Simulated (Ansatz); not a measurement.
# CoSi2 (Fm-3m): phonon-mediated transition temperature, part 2 of 2

What Tc do the phonons of CoSi2 (Fm-3m) give, and how does it depend on μ*? The cell shown first is a relaxed one, from steps not shown here.

Ansatz 0.2.0; DFT PBE, scalar-relativistic, plane waves, PAW.

So far, log mean phonon energy ħω_log (meV): step 2 (coupling and resistivity: q 2×2×2, k 8×8×8, scattering …) 25.8.

## Step 3: Coupling and resistivity: q 3×3×3, k 9×9×9, scattering 16×16×16

The next rung changes the q mesh, which sets the reach of the force constants and couplings; the k mesh of the density and its response; the scattering mesh, which samples the Fermi surface.

Input file input.yaml:

```yaml
crystal:
  lattice:
    - [0.0, 2.6798236633, 2.6798236633]
    - [2.6798236633, 0.0, 2.6798236633]
    - [2.6798236633, 2.6798236633, 0.0]
  atoms:
    - { symbol: Co, position: [0.0, 0.0, 0.0] }
    - { symbol: Si, position: [0.25, 0.25, 0.25] }
    - { symbol: Si, position: [0.75, 0.75, 0.75] }
kpoints:
  mp_grid: { grid: [9, 9, 9] }
hamiltonian:
  xc: pbe
scf:
  occupations: { method: methfessel_paxton, width: 0.2 }
output:
  eigenvalues: true
phonons:
  method: dfpt
  qmesh: [3, 3, 3]
  temperatures: { t_max: 1000, t_step: 50 }
  qpath:
    path:
      - [[0.0, 0.0, 0.0], [0.5, 0.0, 0.5], [0.625, 0.25, 0.625]]
      - [[0.375, 0.375, 0.75], [0.0, 0.0, 0.0], [0.5, 0.5, 0.5], [0.5, 0.25, 0.75], [0.5, 0.0, 0.5]]
    npoints: 10
  electrical_resistivity:
    mesh: [16, 16, 16]
    temperatures: [20.0, 50.0, 80.0, 100.0, 150.0, 200.0, 273.0, 300.0, 400.0, 500.0, 600.0, 800.0]
  superconductivity: { mesh: [16, 16, 16] }
```

Run with:

```bash
> ansatz run input.yaml --threads 8 --pin off --max-ram 16384MiB --backend cpu --events-out ev --progress --plain --runs-dir out
```

Numbers of over 12 decimals in the logs are rounded to 6 here.

Log:

```text
[...]
Crystal: 3 atoms, lattice volume = 38.490 Å³
Basis set: ecut = 420 eV, 749 PW (Γ), exchange–correlation on 54×54×54 points (8 copies of the dense FFT grid, shifted against one another)
Bands: 17, of which v1, the nominal top of the filled ones, is band 13 counted from 1 (12 counted from 0)
Symmetry: 48 space group operations
k-points: 35 of 729
[...]
SCF iter   1: F=—  HF=-6399.171512 eV  |F-HF|=—  |Δ(HF+E_count)|=         —  Δρ=5.75e-3  dr2=1.31e-2  ethr=1.77e-3  ⟨swp⟩=5.0  Hψ=2959  notcnv=0
[...]
SCF iter  10: F=-6399.170854 eV  HF=-6399.170854 eV  |F-HF|=9.09e-13  |Δ(HF+E_count)|=  3.64e-12  S|Δr|=    0.00e0  Δρ=6.18e-8  dr2=6.18e-13  ethr=1.00e-12  ⟨swp⟩=6.5  Hψ=2587  notcnv=0
SCF 1 converged in 10 iterations: F = -6399.170854 eV  dr2 = 6.18e-13
[...]
NSCF: frozen V_eff on 35 k-points
[...]
SCF iter   1: F=—  HF=-6399.171512 eV  |F-HF|=—  |Δ(HF+E_count)|=         —  Δρ=5.75e-3  dr2=1.31e-2  ethr=1.77e-3  ⟨swp⟩=5.0  Hψ=2959  notcnv=0
[...]
SCF iter  10: F=-6399.170854 eV  HF=-6399.170854 eV  |F-HF|=0.00e0  |Δ(HF+E_count)|=  3.64e-12  S|Δr|=    0.00e0  Δρ=5.88e-8  dr2=5.54e-13  ethr=1.00e-12  ⟨swp⟩=3.0  Hψ=1391  notcnv=0
SCF 2 converged in 10 iterations: F = -6399.170854 eV  dr2 = 5.54e-13
[...]
SCF converged after 10 iterations
[...]
Free energy (F): -6399.170854 eV
[...]
Internal energy: -6399.169958 eV  (E = F + TS)
E sigma→0 (E₀):  -6399.170630 eV
Entropy (-TS):   -0.000896 eV (-0.299 meV/atom)
Fermi energy:    12.821035 eV
[...]
--- Band table (eV; the first three rows and the last of 35) ---
  k-point 0: bands = [... 9 lower, 10.9569, 13.5872, 16.2751, 16.2751, 16.2751, 16.2810, 16.2810, 16.2810]
  k-point 1: bands = [... 9 lower, 10.9030, 13.6140, 14.5799, 15.2850, 15.2850, 17.2338, 17.2338, 18.0916]
  k-point 2: bands = [... 9 lower, 10.8184, 12.3166, 14.2951, 14.2951, 14.9407, 16.8988, 16.8988, 17.5717]
  k-point 34: bands = [... 9 lower, 10.6154, 11.0194, 11.4570, 12.1869, 16.0628, 16.7340, 18.4593, 20.1229]
[...]
ASR residual: 2.369e-5 → 0.000e0 eV/Å²; symmetrization residual: 2.098e-8 eV/Å²
  ASR residual per site (eV/Å²): 2.37e-5 1.66e-5 1.66e-5
  Γ frequencies (cm⁻¹): 0.00 0.00 0.00 330.54 330.54 330.54 331.55 331.55 331.55
--- Phonons (arbitrary-q DFPT): 4 irreducible q on the 3×3×3 mesh ---
[...]
interpolated dispersion: 62 rows × 9 modes
[...]
--- Electrical resistivity: potentials and phonons of a 3×3×3 supercell ---
[...]
at the Fermi level of each mesh (of a tensor a third of its trace):
[...]
16×16×16                     0.5221              6.2696    0.3973    0.3850          25.342
          8×8×8                     0.5452              6.0983    0.4197    0.4098          25.423
          4×4×4                     0.4712              5.8982    0.3412    0.3417          26.847
  resistivity on the deck's mesh, µΩ·cm:
[...]
20.00     3.2764e-3              no     3.2764e-3     3.2764e-3     3.2764e-3       6.8721e-3         1.0422e-2
     50.00     2.0569e-1              no     2.0569e-1     2.0569e-1     2.0569e-1       2.9569e-1         2.8159e-1
     80.00     8.7110e-1              no     8.7110e-1     8.7110e-1     8.7110e-1        1.0848e0         9.9789e-1
    100.00      1.5380e0              no      1.5380e0      1.5380e0      1.5380e0        1.8058e0          1.6720e0
    150.00      3.6246e0              no      3.6246e0      3.6246e0      3.6246e0        3.9236e0          3.7690e0
    200.00      5.8894e0              no      5.8894e0      5.8894e0      5.8894e0        6.1599e0          6.0690e0
    273.00      9.1413e0              no      9.1413e0      9.1413e0      9.1412e0        9.3845e0          9.3935e0
    300.00      1.0314e1              no      1.0314e1      1.0314e1      1.0314e1        1.0557e1          1.0595e1
    400.00      1.4548e1              no      1.4548e1      1.4548e1      1.4548e1        1.4825e1          1.4935e1
    500.00      1.8678e1              no      1.8678e1      1.8678e1      1.8678e1        1.9030e1          1.9169e1
    600.00      2.2754e1              no      2.2754e1      2.2754e1      2.2754e1        2.3213e1          2.3345e1
    800.00      3.0840e1              no      3.0840e1      3.0840e1      3.0840e1        3.1627e1          3.1620e1
[...]
not converged in the mesh (λ; λ_tr; the resistivity at 20 K by 10.27 %; the resistivity at 50 K by 11.15 %; the resistivity at 80 K by 10.76 %; the resistivity at 100 K by 10.73 %; the resistivity at 150 K by 11.05 %; the resistivity at 200 K by 11.33 %; the resistivity at 273 K by 11.51 %; the resistivity at 300 K by 11.53 %; the resistivity at 400 K by 11.49 %; the resistivity at 500 K by 11.38 %; the resistivity [...]
  vibrations of 27 cells: unjudged by the run; compare a larger repeat
[...]
--- Superconductivity: potentials and phonons of a 3×3×3 supercell ---
           mesh         λ    ħω_log (meV)  μ* declared at (meV)
       16×16×16    0.3973          25.342               31.342
          8×8×8    0.4197          25.423               31.312
          4×4×4    0.3412          26.847               32.345
  λ by the species' shares of the modes' patterns: Co 0.1670, Si 0.2303
[...]
0.08      1.856         1.889         1.666         1.666         1.840         1.841          1.841
      0.10      1.188         1.207         1.028         1.028         1.173         1.174          1.173
      0.12      0.695         0.705         0.582         0.583         0.695         0.696          0.696
      0.13      0.509         0.516         0.421         0.422         0.518         0.519          0.519
      0.14      0.361         0.365         0.295         0.296         0.377         0.378          0.377
      0.16      0.159         0.161         0.130         0.130         0.182         0.183          0.183
      0.20      0.013         0.014    none_found    none_found    none_found    none_found     none_found
  none_found: no transition down to 0.1 K
[...]
not converged in the mesh (λ, the transition temperature): between neighbouring meshes, the two finest first, λ moves by 5.64 % and 18.72 % and the anisotropic transition temperature over the full bandwidth at μ* = 0.13 by 51.28 % and 71.71 %; converged means that the two finest part by at most 2.00 % and 5.00 %
  vibrations of 27 cells: unjudged by the run; compare a larger repeat
[...]
```

Wall time 2.7 min (8 threads of Arm Neoverse V2, shared host); peak memory 4.4 GiB.

Numbers from this step:

```yaml
highest_frequency_solved_or_plainly_interpolated: 380.9 cm⁻¹
debye_temperature_second_moment: 538 K
resistivity_at_300_k: 10.31 μΩ cm
coupling_constant_lambda: 0.3973
density_of_states_at_the_fermi_level: 0.5221 states/eV a spin and cell
log_mean_phonon_energy_omega_log: 25.34 meV
transport_coupling_constant_lambda_tr: 0.385, 0.385, 0.385 (xx, yy, zz)
drude_plasma_energy: 6.27, 6.27, 6.27 eV (xx, yy, zz)
resistivity_times_mean_free_path: 9.502, 9.502, 9.502 × 10⁻¹⁶ Ω m² (xx, yy, zz)
second_moment_phonon_energy_omega: 31.34 meV
```

An empty cell: under 1 mK by a formula, or no transition down to the floor of the Eliashberg search. Transition temperatures:

```
  μ*  McMillan Tc (K)  Allen–Dynes Tc (K)  isotropic Fermi-surface Tc (K)  isotropic full bandwidth Tc (K)  anisotropic Fermi-surface Tc (K)  anisotropic full bandwidth Tc (K)  anisotropic narrow window Tc (K)
0.08             1.86                1.89                            1.67                             1.67                              1.84                               1.84                              1.84
 0.1             1.19                1.21                            1.03                             1.03                              1.17                               1.17                              1.17
0.12            0.695               0.705                           0.582                            0.583                             0.695                              0.696                             0.696
0.13            0.509               0.516                           0.421                            0.422                             0.518                              0.519                             0.519
0.14            0.361               0.365                           0.295                            0.296                             0.377                              0.378                             0.377
0.16            0.159               0.161                            0.13                             0.13                             0.182                              0.183                             0.183
 0.2           0.0134              0.0135                               -                                -                                 -                                  -                                 -
```

The Eliashberg function α²F has structure finer than the step of the table below, so its rows give means over 2 meV, whole bins alone (the curve runs from 0.185 to 47.1 meV). Peaks (meV: height): α²F 19.8: 0.136, 38.2: 0.302, 45.6: 0.937; α²F tr 19.8: 0.172, 33.1: 0.225, 45.6: 0.971.

The Eliashberg function α²F by phonon energy; means over each step:

```
phonon energy (meV)      α²F   α²F tr
                  2   2.2e-4   2.6e-5
                  4  0.00221   5.0e-4
                  6  0.00672  0.00201
                  8   0.0161  0.00586
                 10   0.0317   0.0142
                 12   0.0504   0.0310
                 14   0.0800   0.0684
                 16    0.109    0.114
                 18    0.128    0.152
                 20    0.135    0.170
                 22    0.108    0.132
                 24   0.0714   0.0840
                 26   0.0610   0.0731
                 28   0.0299   0.0369
                 30   0.0658   0.0937
                 32    0.118    0.159
                 34    0.169    0.199
                 36    0.204    0.182
                 38    0.256    0.191
                 40    0.185    0.124
                 42   0.0990   0.0869
                 44    0.258    0.233
                 46    0.642    0.618
```

The Eliashberg function α²F has structure finer than the step of the table below, so its rows give means over 2 meV, whole bins alone (the curve runs from 0.185 to 47.1 meV). Peaks (meV: height): α²F 19.8: 0.136, 38.2: 0.302, 45.6: 0.937; Co 21.6: 0.0951, 30.8: 0.0707, 46.4: 0.164; Si 38.2: 0.279, 39.3: 0.271, 45.6: 0.779.

The Eliashberg function α²F by phonon energy; means over each step:

```
phonon energy (meV)      α²F       Co       Si
                  2   2.2e-4   9.6e-5   9.6e-5
                  4  0.00221  0.00116  0.00106
                  6  0.00672  0.00356  0.00315
                  8   0.0161  0.00889  0.00726
                 10   0.0317   0.0181   0.0136
                 12   0.0504   0.0299   0.0205
                 14   0.0800   0.0498   0.0302
                 16    0.109   0.0707   0.0386
                 18    0.128   0.0855   0.0427
                 20    0.135   0.0932   0.0421
                 22    0.108   0.0756   0.0320
                 24   0.0714   0.0504   0.0210
                 26   0.0610   0.0442   0.0168
                 28   0.0299   0.0218  0.00815
                 30   0.0658   0.0494   0.0163
                 32    0.118   0.0494   0.0684
                 34    0.169   0.0215    0.148
                 36    0.204   0.0199    0.184
                 38    0.256   0.0200    0.236
                 40    0.185   0.0110    0.174
                 42   0.0990   0.0227   0.0763
                 44    0.258   0.0662    0.192
                 46    0.642    0.125    0.516
```

Anisotropic full-bandwidth solution, weighted at the Fermi level. Gaps:

```
 mu*   T (K)  mean gap (meV)  5 % (meV)  95 % (meV)  mean Z
 0.1   0.293           0.171      0.138       0.221     1.4
 0.1   0.587           0.163      0.131        0.21     1.4
 0.1    0.88           0.131      0.106       0.169     1.4
 0.1    1.06          0.0886     0.0715       0.114     1.4
0.13    0.13          0.0747      0.058      0.0999     1.4
0.13    0.26           0.071     0.0552      0.0948     1.4
0.13   0.389           0.057     0.0443      0.0759     1.4
0.13   0.467          0.0384     0.0299      0.0511     1.4
0.16  0.0457          0.0258      0.019      0.0361     1.4
0.16  0.0915          0.0245      0.018      0.0342     1.4
0.16   0.137          0.0196     0.0144      0.0272     1.4
0.16   0.165          0.0132    0.00969      0.0183     1.4
```

The dTc/da2F by phonon energy:

```
phonon energy (meV)  dTc/da2F (K/meV)
                  2                 -
                  4              2.75
                  6              2.12
                  8              1.74
                 10              1.48
                 12              1.29
                 14              1.14
                 16              1.02
                 18             0.922
                 20             0.842
                 22             0.772
                 24             0.714
                 26             0.662
                 28             0.618
                 30             0.578
                 32             0.542
                 34             0.511
                 36             0.482
                 38             0.456
                 40             0.433
                 42             0.411
                 44             0.391
                 46             0.374
```

Table of share of the Fermi-level states by lambda of a state:

```
lambda of a state  share of the Fermi-level states
            0.282                           6.0e-4
            0.297                           0.0024
            0.312                           0.0283
            0.328                           0.0599
            0.343                            0.104
            0.358                            0.112
            0.374                            0.212
            0.389                            0.111
            0.404                           0.0516
            0.420                           0.0946
            0.435                           0.0341
            0.450                           0.0076
            0.466                           0.0555
            0.481                           0.0404
            0.496                           0.0039
            0.512                           0.0445
            0.527                           2.0e-4
            0.542                           0.0211
            0.557                           0.0128
            0.573                           0.0015
            0.588                                0
            0.603                           0.0018
            0.619                                0
            0.634                                0
```

## Step 4: What came out

```json
{"meshes": "q 3×3×3, k 9×9×9, scattering 16×16×16", "coupling constant λ": "0.397", "log mean phonon energy ħω_log": "25.3 meV", "Allen–Dynes Tc at μ* = 0.1": "1.21 K", "Allen–Dynes Tc at μ* = 0.13": "0.516 K", "anisotropic Eliashberg Tc at μ* = 0.1": "1.17 K", "anisotropic Eliashberg Tc at μ* = 0.13": "0.519 K"}
```

In the last run (PBE, q 3×3×3, k 9×9×9, scattering 16×16×16), with λ = 0.40 and ħω_log = 25.3 meV, Tc at μ* = 0.13 is 0.51 K by McMillan's formula, 0.52 K by Allen and Dynes's and 0.52 K by the anisotropic Eliashberg equations. Raising μ* from 0.10 to 0.16 lowers the Allen–Dynes value from 1.2 to 0.16 K. The mean gap at a quarter of Tc gives 2Δ/k_B Tc = 3.34, against 3.53 in weak-coupling theory. The gap spreads from 0.058 to 0.100 meV over nine tenths of the Fermi surface. By the run's own test λ is not converged in the fine mesh: it moves by 6 % between the two finest. The run's transport test calls it not converged in the mesh; ρ(300 K) moves by 12 % in the component that moves most. The runs are not spin-polarised; where the real material orders magnetically, these values do not describe it. Over the runs, λ takes the values 0.400 and 0.397, in the order shown. μ* is a typed number, phonons are harmonic, and spin fluctuations are left out; at μ* = 0.13 McMillan's formula turns 1 % in λ into about 7.8 % in Tc.

[Logs are printed without paths, hosts, clocks, repeated set-up lines and the standing remarks that a program may print on its own settings, such as how far it seeks lower states.]

[Hosts, paths, dates, database ids (printed as entryN), source tags and the programs' standing remarks are cut or masked in the printed files.]
